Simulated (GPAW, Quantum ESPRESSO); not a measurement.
# As K ELNES/XANES of As (R-3m) from DFT, part 2 of 4

Do two independent programs agree on the As K edge of As (R-3m)? The same cell and functional are run with XSpectra and with GPAW.

Quantum ESPRESSO 7.5 and GPAW 26.7.0; core-hole supercells, plane-wave PAW PBE.

So far. Step 2 (The field without a hole (Quantum ESPRESSO)): The mesh shows no gap, so the system is treated as a metal and the core electron is put at the Fermi level (neutral cell). Step 3 (Spectrum without a core hole, As atom 1 (Quantum …): Main maxima below 30 eV (height): 3.1 eV (1.65) and 12.7 eV (0.89). A K edge sees empty p states on the absorber.

The database entry behind the starting cell differs from later determinations by our own check (old inner coordinate), so it need not match the best structure at ambient conditions.

**6. Supercell with XCH, As atom 1 (Quantum ESPRESSO)**

Level of this step: plane-wave PAW DFT, PBE, scalar-relativistic, self-consistent field (Quantum ESPRESSO).

The holes are 5.6 Å apart. The excited electron is kept in the cell, where it fills the lowest empty states and screens the hole.

scf.in

```
&control
   calculation='scf', prefix='x', pseudo_dir='../pp', outdir='tmp', tprnfor=.true.
/
&system
   ibrav=0, nat=8, ntyp=2, nbnd=25
   ecutwfc=40, ecutrho=220
   occupations='smearing', smearing='mv', degauss=0.015
/
&electrons
   conv_thr=8.0e-08, electron_maxstep=120
   mixing_beta=0.5
/
ATOMIC_SPECIES
As0 1.0 As.pbe-nx-kjpaw-1sch.UPF
As 1.0 As.pbe-nx-kjpaw.UPF
CELL_PARAMETERS angstrom
  0.00000000 -4.34351438 -3.51406199
  -3.76159380 2.17175719 -3.51406199
  3.76159380 2.17175719 -3.51406199
ATOMIC_POSITIONS crystal
As0  0.77400000 0.77400000 0.77400000
As   0.27400000 0.27400000 0.77400000
As   0.27400000 0.77400000 0.27400000
As   0.77400000 0.27400000 0.27400000
As   0.22600000 0.22600000 0.22600000
As   0.72600000 0.72600000 0.22600000
As   0.72600000 0.22600000 0.72600000
As   0.22600000 0.72600000 0.72600000
K_POINTS automatic
5 5 5 0 0 0
```

Started as:

```sh
$ OMP_NUM_THREADS=1 mpirun --oversubscribe --bind-to none -np 4 pw.x -nk 4 -in scf.in > scf.out
```

Numbers of over 12 decimals in the logs are rounded to 6 here.

What it wrote:

```text
     [... banner and references ...]
[banner, memory and clock lines left out]
using ibrav=0 with symmetry is DISCOURAGED, use correct ibrav instead

     G-vector sticks info

     bravais-lattice index     =            0
     lattice parameter (alat)  =      10.5579  a.u.
     unit-cell volume          =    1162.3594 (a.u.)^3
     number of atoms/cell      =            8
     number of atomic types    =            2
     number of electrons       =        41.00
     number of Kohn-Sham states=           25
     kinetic-energy cutoff     =      40.0000  Ry
     charge density cutoff     =     220.0000  Ry
     scf convergence threshold =      8.0E-08
     mixing beta               =       0.5000
     number of iterations used =            8  plain     mixing
     Exchange-correlation= SLA  PW   PBX  PBC
                           (   1   4   3   4   0   0   0)

     celldm(1)=  10.557930  celldm(2)=   0.000000  celldm(3)=   0.000000
     celldm(4)=   0.000000  celldm(5)=   0.000000  celldm(6)=   0.000000

     crystal axes: (cart. coord. in units of alat)
               a(1) = (   0.000000  -0.777430  -0.628969 )
               a(2) = (  -0.673274   0.388715  -0.628969 )
               a(3) = (   0.673274   0.388715  -0.628969 )

     reciprocal axes: (cart. coord. in units 2 pi/alat)
               b(1) = (  0.000000 -0.857526 -0.529968 )
               b(2) = ( -0.742639  0.428763 -0.529968 )
               b(3) = (  0.742639  0.428763 -0.529968 )

     PseudoPot. #1 for As:     Pseudo is Projector augmented-wave + core cor, Zval =  6.0

     PseudoPot. #2 for As:     Pseudo is Projector augmented-wave + core cor, Zval =  5.0

[...]
Davidson diagonalization with overlap
     ethr =  2.14E-09,  avg # of iterations =  3.7

     total energy              =   -1393.21952196 Ry
     estimated scf accuracy    <       0.00000011 Ry

     iteration #  8     ecut=    40.00 Ry     beta= 0.50
     Davidson diagonalization with overlap
     ethr =  2.66E-10,  avg # of iterations =  3.4

     End of self-consistent calculation

          k = 0.0000 0.0000-0.0000 (  4981 PWs)   bands (ev):

    -7.8388  -5.6507  -4.6013  -4.6013  -2.6640  -2.0970  -2.0970   1.1516
     1.5995   1.5995   1.8064   3.1127   3.1127   3.1411   3.5601   3.5601
     3.5992   5.0835   5.4711   5.4711   8.7359   9.0579   9.0580   9.2846
    10.3356

     [... bands of 18 further k-points ...]

     the Fermi energy is     8.1603 ev

!    total energy              =   -1393.21952199 Ry
     total all-electron energy =    -35300.288869 Ry
     estimated scf accuracy    <       0.00000003 Ry
     smearing contrib. (-TS)   =      -0.00193907 Ry
     internal energy E=F+TS    =   -1393.21758292 Ry

     The total energy is F=E-TS. E is the sum of the following terms:
     one-electron contribution =      32.96809120 Ry
     hartree contribution      =       6.53162234 Ry
     xc contribution           =     -90.99494865 Ry
     ewald contribution        =    -111.96293704 Ry
     one-center paw contrib.   =   -1229.75941076 Ry

     convergence has been achieved in   8 iterations

     Forces acting on atoms (cartesian axes, Ry/au):

     atom    1 type  1   force =     0.00000000   -0.00000000    0.05299761
     atom    2 type  2   force =     0.00128957    0.00074453    0.01988037
     atom    3 type  2   force =    -0.00128957    0.00074453    0.01988037
[...]
atom    7 type  2   force =    -0.02103998    0.01214744   -0.03187604
     atom    8 type  2   force =    -0.00000000   -0.02429487   -0.03187604

     Total force =     0.095443     Total SCF correction =     0.000114

     XML data file, charge density, pseudopotentials, collected wavefunctions
```

Wall time 9.8 s (4 MPI ranks of Intel Xeon Platinum 8488C (Sapphire Rapids), shared host); peak memory 0.11 GiB; 38 s of CPU time.

Energy with the hole: -480284.898 eV, cores included.

**7. Spectrum with XCH, As atom 1 (Quantum ESPRESSO)**

The Lanczos recursion gives the spectrum without computing empty bands; each polarisation needs a run of its own on the full k mesh. xe0 is set between filled and empty states, and states below it are cut, here at the Fermi level, which holds the excited electron. The file of filecore holds the core orbital, taken from the hole-free data set.

xspectra.in

```
&input_xspectra
   calculation='xanes_dipole', edge='K'
   prefix='x', outdir='tmp', xiabs=1, xe0=8.1603
   xonly_plot=.false., x_save_file='xanes.sav'
   xniter=3000, xcheck_conv=20, xerror=0.005
   xcoordcrys=.false., xepsilon(1)=1, xepsilon(2)=0, xepsilon(3)=0
/
&plot
   xnepoint=501, xemin=-10, xemax=70, terminator=.true., cut_occ_states=.true.
   xgamma=0.4
/
&pseudos
   filecore='../As.wfc'
/
&cut_occ
   cut_desmooth=0.1, cut_stepl=0.05, cut_stepu=0.05, cut_ierror=1e-5
/
4 4 4 0 0 0
```

xspectra_1.in, as its differences from xspectra.in of step 7:

```diff
@@ -5,3 +5,3 @@
    xniter=3000, xcheck_conv=20, xerror=0.005
-   xcoordcrys=.false., xepsilon(1)=1, xepsilon(2)=0, xepsilon(3)=0
+   xcoordcrys=.false., xepsilon(1)=0, xepsilon(2)=0, xepsilon(3)=1
 /
```

Started as:

```sh
$ OMP_NUM_THREADS=1 mpirun --oversubscribe --bind-to none -np 4 xspectra.x -nk 4 -in xspectra.in > xspectra.out
```

What it wrote:

```text
     [... banner and references ...]
Reading input_file

     calculation: xanes_dipole

     xepsilon  [cartesian coordinates]:   1.000000   0.000000   0.000000

     xonly_plot: FALSE
        => complete calculation: Lanczos + spectrum plot

     filecore (core-wavefunction file): ../As.wfc

     main plot parameters:
        cut_occ_states: TRUE
        gamma_mode:  constant
        -> using xgamma [eV]:  0.40
        xemin [eV]: -10.00
        xemax [eV]:  70.00
        xnepoint:  501
        xe0 [eV]:   8.160300 (energy zero read in input file)

     WARNING: variable ef_r is obsolete

                      Reading SCF save directory: x.save

     tmp/x.save/

     Exchange-correlation= PBE
                           (   1   4   3   4   0   0   0)

     G-vector sticks info

                           Getting the Fermi energy

     From SCF save directory:
        ehomo [eV]:    8.5108 (highest occupied level)
        elumo [eV]:    8.5389 (lowest occupied level)
        ef    [eV]:    8.5108

     -> ef (in eV) will be written in x_save_file

                           Energy zero of the spectrum

     -> ef will NOT be used as energy zero of the spectrum
       (because xe0 read in input file)

     G-vector sticks info

     bravais-lattice index     =            0
     lattice parameter (alat)  =      10.5579  a.u.
     unit-cell volume          =    1162.3594 (a.u.)^3
     number of atoms/cell      =            8
     number of atomic types    =            2
     number of electrons       =        41.00
     number of Kohn-Sham states=           25
     kinetic-energy cutoff     =      40.0000  Ry
     charge density cutoff     =     220.0000  Ry
     Exchange-correlation= PBE
                           (   1   4   3   4   0   0   0)

     celldm(1)=  10.557930  celldm(2)=   0.000000  celldm(3)=   0.000000
     celldm(4)=   0.000000  celldm(5)=   0.000000  celldm(6)=   0.000000

     crystal axes: (cart. coord. in units of alat)
               a(1) = (   0.000000  -0.777430  -0.628969 )
               a(2) = (  -0.673274   0.388715  -0.628969 )
               a(3) = (   0.673274   0.388715  -0.628969 )

     reciprocal axes: (cart. coord. in units 2 pi/alat)
               b(1) = (  0.000000 -0.857526 -0.529968 )
               b(2) = ( -0.742639  0.428763 -0.529968 )
               b(3) = (  0.742639  0.428763 -0.529968 )

     PseudoPot. #1 for As:     Pseudo is Projector augmented-wave + core cor, Zval =  6.0

     PseudoPot. #2 for As:     Pseudo is Projector augmented-wave + core cor, Zval =  5.0

     atomic species   valence    mass     pseudopotential
     As0               6.00     1.00000     As( 1.00)
     As                5.00     1.00000     As( 1.00)

      6 Sym. Ops. (no inversion) found

   Cartesian axes

     site n.     atom                  positions (alat units)
         1        As0    tau(   1) = (   0.0000000   0.0000000  -1.4604669  )
         2        As     tau(   2) = (   0.3366371   0.1943575  -0.8314975  )
         3        As     tau(   3) = (  -0.3366371   0.1943575  -0.8314975  )
         4        As     tau(   4) = (   0.0000000  -0.3887150  -0.8314975  )
         5        As     tau(   5) = (   0.0000000   0.0000000  -0.4264412  )
         6        As     tau(   6) = (  -0.3366371  -0.1943575  -1.0554106  )
         7        As     tau(   7) = (   0.3366371  -0.1943575  -1.0554106  )
         8        As     tau(   8) = (   0.0000000   0.3887150  -1.0554106  )

     number of k points=    64  Marzari-Vanderbilt smearing, width (Ry)=  0.0150
                       cart. coord. in units 2pi/alat
        k(    1) = (   0.0000000   0.0000000  -0.0000000), wk =   0.0312500
        k(    2) = (   0.1856599   0.1071908  -0.1324919), wk =   0.0312500
        k(    3) = (   0.3713197   0.2143816  -0.2649838), wk =   0.0312500
        k(    4) = (   0.5569796   0.3215723  -0.3974756), wk =   0.0312500
        k(    5) = (  -0.1856599   0.1071908  -0.1324919), wk =   0.0312500
[...]
k(   62) = (  -0.3713197  -0.2143816  -0.9274432), wk =   0.0312500
        k(   63) = (  -0.1856599  -0.1071908  -1.0599350), wk =   0.0312500
        k(   64) = (   0.0000000  -0.0000000  -1.1924269), wk =   0.0312500

     Dense  grid:    63973 G-vectors     FFT dimensions: (  50,  50,  50)

     Smooth grid:    39795 G-vectors     FFT dimensions: (  45,  45,  45)

     The potential is recalculated from file :
     tmp/x.save/charge-density

     Starting wfcs are   32 atomic wfcs
     Checking if some PAW data can be deallocated...

               Reading core wavefunction file for the absorbing atom

     ../As.wfc successfully read

                              Attributing the PAW radii
                     for the absorbing atom [units: Bohr radius]

        PAW proj 1: r_paw(l= 0)= 2.70  (1.5*r_cut)
        PAW proj 2: r_paw(l= 0)= 2.70  (1.5*r_cut)
        PAW proj 3: r_paw(l= 1)= 3.00  (1.5*r_cut)
        PAW proj 4: r_paw(l= 1)= 3.00  (1.5*r_cut)

        NB: The calculation will not necessary use all these r_paw values.
            - For a edge in the electric-dipole approximation,
              only the r_paw(l=1) values are used.
            - For a K edge in the electric-quadrupole approximation,
              only the r_paw(l=2) values are used.

            - For a L2 or L3 edge in the electric-quadrupole approximation,

              all projectors (s, p and d) are used.

                          Starting XANES calculation
                     in the electric dipole approximation

     Method of calculation based on the Lanczos recursion algorithm
        - STEP 1: Construction of a kpoint-dependent Lanczos basis,
          in which the Hamiltonian is tridiagonal (each 'iter'
          corresponds to the calculation of one more Lanczos vector)
        - STEP 2: Calculation of the cross-section as a continued fraction
          averaged over the k-points.

     ... Begin STEP 1 ...

        Radial transition matrix element(s) used in the calculation of the
        initial vector of the Lanczos basis (|tilde{phi}_abs> normalized)
        | For PAW proj. (l=1) #1: radial matrix element =   0.003280934
        | For PAW proj. (l=1) #2: radial matrix element =   0.004836953

NB: the    16 k-point are not all listed below because npool=  4
        |-------------------------------------------------------------
        ! k-point #     1:  ( 0.0000,  0.0000, -0.0000),  0.0312,   1
        |-------------------------------------------------------------
 okvan= T
        |   Norm of the initial Lanczos vector: 0.32593395E-02
        |   Estimated error at iter     20:   1.00497224
        |   Estimated error at iter     40:   0.34275084
        |   Estimated error at iter     60:   0.30452167
        |   Estimated error at iter     80:   0.21846476
        |   Estimated error at iter    100:   0.19129255
[...]
!   => CONVERGED at iter    380 with error=  0.00458038
        |-------------------------------------------------------------
        ! k-point #     2:  ( 0.1857,  0.1072, -0.1325),  0.0312,   1
        |-------------------------------------------------------------
 okvan= T
        |   Norm of the initial Lanczos vector: 0.32593232E-02
[...]
!   => CONVERGED at iter    540 with error=  0.00358193
        |-------------------------------------------------------------
     [... 13 further k-points ...]
        ! k-point #    16:  ( 0.0000,  0.6431, -0.7950),  0.0312,   1
        |-------------------------------------------------------------
 okvan= T
        |   Norm of the initial Lanczos vector: 0.32593461E-02
[...]
|   Estimated error at iter    360:   0.01167811
        |   Estimated error at iter    380:   0.01058995
        |   Estimated error at iter    400:   0.01119801
        !   => CONVERGED at iter    420 with error=  0.00290931

     Results of STEP 1 successfully written in x_save_file
     x_save_file name:
     ->  xanes.sav
     x_save_file version:  2

     ... End STEP 1 ...

     ... Begin STEP 2 ...

     The spectrum is calculated using the following parameters:
        xe0 [eV]:    8.1603
        the occupied states are elimintate from the spectrum
        xemin [eV]: -10.00
        xemax [eV]:  70.00
        xnepoint:  501
        constant broadening parameter [eV]:    0.400
        Core level energy [eV]: -0.1187E+05
         (from electron binding energy of neutral atoms in X-ray data booklet)

     Cross-section successfully written in xanes.dat

     ... End STEP 2 ...

                                END JOB XSpectra
```

The job ended after 42 s (4 MPI ranks; peak memory 0.08 GiB).

The As K spectrum, As atom 1, excited-electron core hole (neutral cell) (energy from the energy zero of the input (xe0, at the border of filled and empty states); intensity scaled to a mean of 1 over the first 20 eV; folded afterwards to Lorentzian half width 1.07 eV up to 4 eV, rising linearly to 1.75 eV at 25 eV; the points at xe0, where the cut of filled states can leave a spike, are interpolated; polarised curves are means over the symmetry-equivalent atoms):

| E (eV) | isotropic | ε ⊥ c | ε ∥ c |
| --- | --- | --- | --- |
| -2.0 | 0.30 | 0.31 | 0.29 |
| -1.0 | 0.55 | 0.56 | 0.54 |
| 0.0 | 1.15 | 1.16 | 1.14 |
| 1.0 | 1.78 | 1.79 | 1.76 |
| 2.0 | 1.81 | 1.90 | 1.63 |
| 3.0 | 1.55 | 1.66 | 1.34 |
| 4.0 | 1.23 | 1.23 | 1.22 |
| 5.0 | 1.05 | 1.01 | 1.15 |
| 6.0 | 0.83 | 0.82 | 0.84 |
| 7.0 | 0.69 | 0.73 | 0.61 |
| 8.0 | 0.64 | 0.69 | 0.55 |
| 9.0 | 0.69 | 0.74 | 0.60 |
| 10.0 | 0.84 | 0.89 | 0.75 |
| 11.0 | 0.95 | 0.97 | 0.91 |
| 12.0 | 0.95 | 0.96 | 0.93 |
| 13.0 | 0.86 | 0.87 | 0.85 |
| 14.0 | 0.80 | 0.79 | 0.82 |
| 15.0 | 0.83 | 0.79 | 0.91 |
| 16.0 | 0.87 | 0.83 | 0.96 |
| 17.0 | 0.87 | 0.84 | 0.92 |
| 18.0 | 0.84 | 0.82 | 0.88 |
| 19.0 | 0.83 | 0.81 | 0.86 |
| 20.0 | 0.83 | 0.83 | 0.83 |
| 21.0 | 0.83 | 0.83 | 0.83 |
| 22.0 | 0.84 | 0.83 | 0.85 |
| 23.0 | 0.85 | 0.85 | 0.86 |
| 24.0 | 0.85 | 0.85 | 0.86 |
| 25.0 | 0.83 | 0.82 | 0.85 |
| 26.0 | 0.81 | 0.79 | 0.84 |
| 27.0 | 0.79 | 0.77 | 0.81 |
| 28.0 | 0.80 | 0.79 | 0.82 |
| 29.0 | 0.84 | 0.83 | 0.86 |
| 30.0 | 0.88 | 0.87 | 0.90 |
| 31.0 | 0.89 | 0.89 | 0.91 |
| 32.0 | 0.86 | 0.85 | 0.87 |

Main maxima below 30 eV (height): 1.5 eV (1.87), 11.4 eV (0.97) and 16.6 eV (0.87). 

**8. The field without a hole (GPAW)**

The second program starts from its own ground state, on the same cell and functional.

scf.py

```python
import numpy as np
from ase import Atoms
from ase.parallel import parprint, paropen
from gpaw import GPAW, PW, FermiDirac, Mixer, MixerDif, setup_paths
from gpaw.test import gen
setup_paths.insert(0, '.')
gen('As', name='nch1s', xcname='PBE', corehole=(1, 0, 0), write_xml=True)
from gpaw.mpi import world
world.barrier()

atoms = Atoms('As2',
    cell=[[1.8807969, 1.0858786, 3.51406199],
     [-1.8807969, 1.0858786, 3.51406199],
     [0, -2.17175719, 3.51406199]],
    scaled_positions=[[0.226, 0.226, 0.226],
     [0.774, 0.774, 0.774]],
    pbc=True)
atoms.calc = calc = GPAW(legacy_gpaw=True, mode=PW(500, force_complex_dtype=True), xc='PBE', setups={0: 'nch1s'},
    kpts={'size': (8, 8, 8), 'gamma': True}, occupations=FermiDirac(0.05),
    charge=0, mixer=Mixer(0.1, 5, 50), maxiter=150,
    convergence={'density': 0.0001, 'eigenstates': 1e-6}, txt='scf.txt')
energy = atoms.get_potential_energy() + calc.get_reference_energy()
ef = calc.get_fermi_level()
out = dict(energy=energy, fermi=ef, forces=atoms.get_forces().tolist())
parprint(f'all-electron energy {energy:.4f} eV, Fermi level {ef:.4f} eV')
ev = np.array([[calc.get_eigenvalues(k, s) for k in range(len(calc.get_ibz_k_points()))] for s in range(calc.get_number_of_spins())])
out['homo'], out['lumo'], out['counts'] = ev[ev < ef].max(), ev[ev > ef].min(), sorted(set((ev < ef).sum((0, 2)).tolist()))
out['filled'] = (ev[:, 0] < ef).sum(1).tolist()
import json
with paropen('out.json', 'w') as f:
    json.dump(out, f)
```

Started as:

```sh
$ OMP_NUM_THREADS=1 mpirun -n 4 gpaw python scf.py
```

What it wrote:

```text
Input parameters:
  convergence: {density: 0.0001,
                eigenstates: 1e-06}
  kpts: {gamma: True,
         size: (8, 8, 8)}
  maxiter: 150
  mixer: {backend: pulay,
          beta: 0.1,
          method: separate,
          nmaxold: 5,
          weight: 50}
  mode: {ecut: 500.0,
         force_complex_dtype: True,
         name: pw}
  occupations: {fixmagmom: False,
                name: fermi-dirac,
[...]
4s(2) :    -0.532368     1.194216
*s    :     0.467632
4p(3) :    -0.190938     1.022597
*p    :     0.809062
*d    :     0.000000
--------------------------------

Diagonalizing with gridspacing h=0.050

state   all-electron     PAW
-------------------------------
4s:      -0.532368    -0.532674
4p:      -0.190938    -0.191179
*d:                    0.035724
*f:                    0.070513
-------------------------------
all-electron energy -123015.2617 eV, Fermi level 7.1710 eV
[key lines of the parts left out:]
Converged after 11 iterations.
Dipole moment: (-0.000000, -0.000000, 0.000000) |e|*Ang
Free energy:     -9.314655
Fermi level: 7.17103
```

Run time: 10 s. Hardware: 4 MPI ranks; peak memory 0.18 GiB.

The mesh shows no gap, so the system is treated as a metal and the core electron is put at the Fermi level (neutral cell).

(Continued in part 3 of 4.)

[Banner, clock and machine lines of the logs are left out without a mark of their own.]

[Logs are printed without paths, hosts, clocks, repeated set-up lines and the standing remarks that a program may print on its own settings, such as how far it seeks lower states.]

[Hosts, paths, dates, database ids (printed as entryN), source tags and the programs' standing remarks are cut or masked in the printed files.]

[Lists of maxima count a maximum above −3 eV only where it reaches 4 % of the highest in the window and stands out from its surroundings by 2 % of it (1.5 % where it reaches 55 %); shoulders and weaker maxima are passed over, and of the rest the first, up to two pre-edge ones and the few strongest are named.]
